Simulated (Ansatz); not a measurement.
# A hypothetical structure for Mg6BRh, part 2 of 2

This structure for Mg6BRh is made up. Its elements were placed in a known structure type with a cell scaled to their sizes. What cell does the guess relax to, and how far off was it?

Ansatz 0.2.0; DFT, PBE, plane-wave PAW, files of the set soft_1, scalar-relativistic, no spin, cell and ions relaxed at zero pressure; PAW set soft_1 (the session's first sound run).

So far: The starting structure; Relaxation of the guess. The relaxed cell has a = 4.064, c = 8.362 Å (conventional setting).

### Step 3. Bands of the relaxed cell

A second self-consistent run takes a narrower smearing and the mesh shown in its input; the bands follow along the standard path of the relaxed lattice.

This step: DFT, PBE, plane-wave PAW, files of the set soft_1, scalar-relativistic, no spin, bands and density of states at the relaxed cell; PAW set soft_1 (Ansatz 0.2.0).

Input file input.yaml:

```yaml
crystal:
  lattice:
    - [4.0635601429, 0.0, 0.0]
    - [0.0, 4.0635601429, 0.0]
    - [0.0, 0.0, 8.3623937388]
  atoms:
    - { symbol: Rh, position: [0.0, 0.0, 0.5] }
    - { symbol: Mg, position: [0.0, 0.5, 0.7524842954] }
    - { symbol: Mg, position: [0.0, 0.5, 0.2475157046] }
    - { symbol: Mg, position: [0.5, 0.0, 0.7524842954] }
    - { symbol: Mg, position: [0.5, 0.0, 0.2475157046] }
    - { symbol: Mg, position: [0.5, 0.5, 0.5] }
    - { symbol: Mg, position: [0.5, 0.5, 0.0] }
    - { symbol: B, position: [0.0, 0.0, 0.0] }
kpoints:
  mp_grid: { grid: [8, 8, 4] }
  band_path:
    path:
      - [[0.0, 0.0, 0.0], [0.0, 0.5, 0.0], [0.5, 0.5, 0.0], [0.0, 0.0, 0.0], [0.0, 0.0, 0.5], [0.0, 0.5, 0.5], [0.5, 0.5, 0.5], [0.0, 0.0, 0.5]]
      - [[0.0, 0.5, 0.0], [0.0, 0.5, 0.5]]
      - [[0.5, 0.5, 0.0], [0.5, 0.5, 0.5]]
    npoints: 8
scf:
  occupations: { method: fermi_dirac, width: 0.03 }
  n_extra_bands: 12
hamiltonian:
  xc: pbe
  pseudopotentials: { kind: paw, azcp: { folder: soft_1 } }
output:
  forces: true
  stress: true
  write_bands: true
  dos: { projected: true }
  write_density: true
  write_potential: true
  elf: true
  volumetric_format: npy
```

The run is started by

```console
ansatz run input.yaml --threads 4 --pin off --max-ram 10240MiB --backend cpu --events-out ev --progress --plain --runs-dir out
```

Numbers of over 12 decimals in the logs are rounded to 6 here.

Log:

```text
[...]
Crystal: 8 atoms, lattice volume = 138.084 Å³
Basis set: ecut = 420 eV, 2731 PW (Γ), exchange–correlation on 60×60×120 points (8 copies of the dense FFT grid, shifted against one another)
Bands: 52, of which v1, the nominal top of the filled ones, is band 40 counted from 1 (39 counted from 0)
Symmetry: 16 space group operations
[...]
k-points: 45 of 256
[...]
SCF iter   1: F=—  HF=-18117.205198 eV  |F-HF|=—  |Δ(HF+E_count)|=         —  Δρ=2.52e-1  dr2=2.73e2  ethr=3.10e-3  ⟨swp⟩=7.5  Hψ=10699  notcnv=0  defer=14
[...]
SCF iter  11: F=-18100.454618 eV  HF=-18100.454618 eV  |F-HF|=1.14e-8  |Δ(HF+E_count)|=   8.71e-8  Δρ=2.88e-6  dr2=1.36e-8  ethr=1.25e-10  ⟨swp⟩=16.4  Hψ=16647  notcnv=0
SCF 1 converged in 11 iterations: F = -18100.454618 eV  dr2 = 1.36e-8
[...]
NSCF: frozen V_eff on 75 k-points
SCF converged after 11 iterations
Free energy (F): -18100.454618 eV
[...]
Internal energy: -18100.445281 eV  (E = F + TS)
E sigma→0 (E₀):  -18100.449949 eV
Entropy (-TS):   -0.009336 eV (-1.167 meV/atom)
Fermi energy:    8.292118 eV
[...]
--- Forces (eV/Å), atoms counted from 1 ---
  atom   1  Rh     0.00000000     0.00000000     0.00000000
  atom   2  Mg    -0.00000000     0.00000000     0.07170531
  atom   3  Mg     0.00000000     0.00000000    -0.07170531
  atom   4  Mg    -0.00000000     0.00000000     0.07170531
  atom   5  Mg     0.00000000     0.00000000    -0.07170531
  atom   6  Mg     0.00000000    -0.00000000    -0.00000000
  atom   7  Mg     0.00000000    -0.00000000    -0.00000000
  atom   8  B     -0.00000000     0.00000000     0.00000000
  max |Σ_I F_I| component: 1.39e-17 eV/Å
--- Stress (GPa, compression-positive) ---
       -0.037327       0.000000      -0.000000
        0.000000      -0.037327       0.000000
       -0.000000       0.000000       0.109616
  P = ⅓ Tr σ = 0.0117 GPa (0.117 kbar)
--- Band table (eV; the first three rows and the last of 45) ---
  k-point 0: bands = [... 36 lower, 7.8320, 7.8550, 7.8550, 7.8691, 10.3831, 10.3831, 10.4538, 11.1317, ... 8 higher]
  k-point 1: bands = [... 36 lower, 7.2167, 7.9456, 7.9456, 8.5646, 9.9927, 10.0007, 10.0007, 11.1120, ... 8 higher]
  k-point 2: bands = [... 36 lower, 7.0829, 8.0478, 8.0478, 8.7812, 9.7224, 9.7224, 9.8159, 11.0926, ... 8 higher]
  k-point 44: bands = [... 36 lower, 6.2270, 6.2270, 7.3707, 7.4269, 7.5911, 8.8447, 8.9513, 9.7035, ... 8 higher]
```

The job ended after 8.5 s (4 threads of Arm Neoverse V2, shared host; peak memory 0.67 GiB; 33 s of CPU time).

In the SCF lines HF is the Harris–Foulkes energy and dr2 the Hartree energy of the density residual, in eV; the loop may stop once dr2 is under the threshold and the program's other checks hold. Hψ counts applications of the Hamiltonian.

Numbers from this step:

| Item | Value |
| --- | --- |
| free energy | -18100.4546 eV |
| energy at zero smearing | -18100.4499 eV |
| smearing term TS | 0.009336 eV |
| Fermi energy | 8.292 eV |
| pressure | 0.01165 GPa |

From bands.tsv, the bands that come nearest the Fermi level along the path, at its corners, in eV from the Fermi level:

```tsv
point	band 37	band 38	band 39	band 40	band 41	band 42	band 43	band 44
Γ	-0.46	-0.44	-0.44	-0.42	2.09	2.09	2.16	2.84
X	-1.58	-1.13	-0.85	0.50	1.23	1.81	2.72	3.12
M	-1.91	-1.89	-1.41	-1.41	-0.92	-0.44	0.90	0.90
Γ	-0.46	-0.44	-0.44	-0.42	2.09	2.09	2.16	2.84
Z	-1.21	-0.24	-0.24	0.49	1.43	1.43	1.52	2.80
R	-1.22	-0.91	-0.61	-0.44	0.30	0.57	3.05	3.08
A	-2.07	-2.07	-0.92	-0.87	-0.70	0.55	0.66	1.41
Z	-1.21	-0.24	-0.24	0.49	1.43	1.43	1.52	2.80
X	-1.58	-1.13	-0.85	0.50	1.23	1.81	2.72	3.12
R	-1.22	-0.91	-0.61	-0.44	0.30	0.57	3.05	3.08
M	-1.91	-1.89	-1.41	-1.41	-0.92	-0.44	0.90	0.90
A	-2.07	-2.07	-0.92	-0.87	-0.70	0.55	0.66	1.41
```

Counts of states for the cell as run, both spins, by energy window (eV from the Fermi level):

```
from  to  total
  -8  -7   0.84
  -7  -6   1.28
  -6  -5   1.33
  -5  -4   2.11
  -4  -3   2.23
  -3  -2   5.09
  -2  -1   6.90
  -1   0   4.17
   0   1   2.64
   1   2   2.90
   2   3   2.86
   3   4   3.58
   4   5   4.04
```

A further 56.1 states lie below the table's range.

Force by atom:

| atom | x (eV/Å) | y (eV/Å) | z (eV/Å) | size |
| --- | --- | --- | --- | --- |
| Rh1 | 0.0000 | 0.0000 | 0.0000 | 0.0000 |
| Mg2 | 0.0000 | 0.0000 | 0.0717 | 0.0717 |
| Mg3 | 0.0000 | 0.0000 | -0.0717 | 0.0717 |
| Mg4 | 0.0000 | 0.0000 | 0.0717 | 0.0717 |
| Mg5 | 0.0000 | 0.0000 | -0.0717 | 0.0717 |
| Mg6 | 0.0000 | 0.0000 | 0.0000 | 0.0000 |
| Mg7 | 0.0000 | 0.0000 | 0.0000 | 0.0000 |
| B8 | 0.0000 | 0.0000 | 0.0000 | 0.0000 |

Electrostatic potential energy in the ac plane at fractional y = 0.000, with atoms of Rh and Mg and B within 0.2 Å of it. With pseudopotentials it is smooth inside the atoms' cores, unlike the true potential.

Ten even steps from '_' (-76 eV) to '@' (11 eV), each cell a mean:
```
==++%%@@@@@@@@@@@@@@@@@@**++
##%%@@@@@@@@@@@@@@@@@@@@%%##
@@@@@@@@@@@@@@@@@@@@@@@@@@@@
@@@@@@@@@@%%####%%%%@@@@@@@@
@@@@@@@@%%**::..--**@@@@@@@@
@@@@@@@@##==____..++%%@@@@@@
@@@@@@@@%%++..__::**%%@@@@@@
@@@@@@@@@@%%**++**%%@@@@@@@@
@@@@@@@@@@@@@@@@@@@@@@@@@@@@
++**%%@@@@@@@@@@@@@@@@@@##**
..::++%%@@@@@@@@@@@@@@##==::
__..==##@@@@@@@@@@@@@@**::__
__..==##@@@@@@@@@@@@@@##--..
--==##%%@@@@@@@@@@@@@@%%**==
##%%@@@@@@@@@@@@@@@@@@@@%%%%
@@@@@@@@@@%%%%##%%@@@@@@@@@@
@@@@@@@@%%**--::==##@@@@@@@@
@@@@@@@@##==____..++%%@@@@@@
@@@@@@@@%%++____::**%%@@@@@@
@@@@@@@@@@##++==**%%@@@@@@@@
@@@@@@@@@@@@%%%%@@@@@@@@@@@@
%%%%@@@@@@@@@@@@@@@@@@@@@@%%
++**%%@@@@@@@@@@@@@@@@@@##**
====##@@@@@@@@@@@@@@@@@@**==
```
Columns run along a (4.1 Å; values clipped at the 3rd and 97th percentile), rows up along c (8.4 Å). Atoms in or near the plane, at fractional coordinates: Rh at (0.00, 0.50), Mg at (0.50, 0.75), Mg at (0.50, 0.25), B at (0.00, 0.00).

Valence density in the ac plane at fractional y = 0.000, with atoms of Rh and Mg and B within 0.2 Å of it. It is the smooth field of the valence electrons, not physical close to the nuclei.

Ten steps, logarithmic in the rise over the least value, from '0' (0 e/Å³) to '9' (25 e/Å³), each cell a mean:
```
22110000000122
21100000000111
11000000000001
00000011000000
00000378620000
00001599840000
00000488730000
00000134200000
21100000000011
54210000001134
77521000001357
88631000002478
87531000001367
65320000001245
32110000000122
11000011000001
00000367520000
00001599840000
00001489730000
00000145300000
00000000000000
11100000000011
22110000000112
12210000000122
```
Columns run along a (4.1 Å), rows up along c (8.4 Å). Atoms in or near the plane, at fractional coordinates: Rh at (0.00, 0.50), Mg at (0.50, 0.75), Mg at (0.50, 0.25), B at (0.00, 0.00).

ELF in the ac plane at fractional y = 0.000, with atoms of Rh and Mg and B within 0.2 Å of it. It is the smooth field of the valence electrons, not physical close to the nuclei.

Ten even steps from '_' (0.03) to '@' (0.77), each cell a mean:
```
..==@@@@##++--::--**%%@@##--
##%%@@@@##++--::--++%%@@@@%%
%%%%%%##++::......--**##%%%%
****++==..__....____--++****
--==--::__::==----..__::==--
------..__--::..----__::==--
======::__----::--::__--====
----====..__::::..__::====--
------====::......--==------
**++------==========----==++
%%%%**------======----==##%%
@@@@##==::----==--::--++%%@@
@@%%**==::--====------==##%%
##**==----==========----++##
==------==--::::--====----==
----====::____..__..--==----
======--__::------....--====
--====..__--::..--::__::====
------..__----::--::__::----
======--__..::--::__..--====
######**--..______..++**####
%%@@@@%%**==::::--==##%%@@@@
==**@@@@##++--::--++%%@@%%++
__::%%@@##++--::--**@@@@**..
```
Columns run along a (4.1 Å), rows up along c (8.4 Å). Atoms in or near the plane, at fractional coordinates: Rh at (0.00, 0.50), Mg at (0.50, 0.75), Mg at (0.50, 0.25), B at (0.00, 0.00).

### Step 4. Results

```json
{"space group, relaxed": "P4/mmm", "conventional cell": "a = 4.064, b = 4.064, c = 8.362 Å; α = 90.0°, β = 90.0°, γ = 90.0°", "volume per atom": "17.26 Å³ (guess 21.15)"}
```

What this shows: Mg6BRh relaxes to P4/mmm with a = 4.064, b = 4.064 and c = 8.362 Å. The guessed volume was 23 % too large. The space group P4/mmm was held in the relaxation, so the end point is a stationary structure within it and may be a saddle against distortions or other arrangements. Bands cross the Fermi level, so it is a metal or semimetal at this level. On the 8×8×4 mesh with the narrower smearing (relaxed on 6×6×3) the largest force component is 0.072 eV/Å and the largest stress component is 0.110 GPa, against the relaxation's thresholds of 0.015 eV/Å and 0.05 GPa. The cutoff wasn't tested. A vector of the cell changed its length by 8 %, more than the volume shows. No dispersion term is used, so weakly bound directions may come out too long. The runs have no spin, and magnetism wasn't tested. Nothing here tests whether the compound is stable against decomposition.

[Logs are printed without paths, hosts, clocks, repeated set-up lines and the standing remarks that a program may print on its own settings, such as how far it seeks lower states.]

[Hosts, paths, dates, database ids (printed as entryN), source tags and the programs' standing remarks are cut or masked in the printed files.]
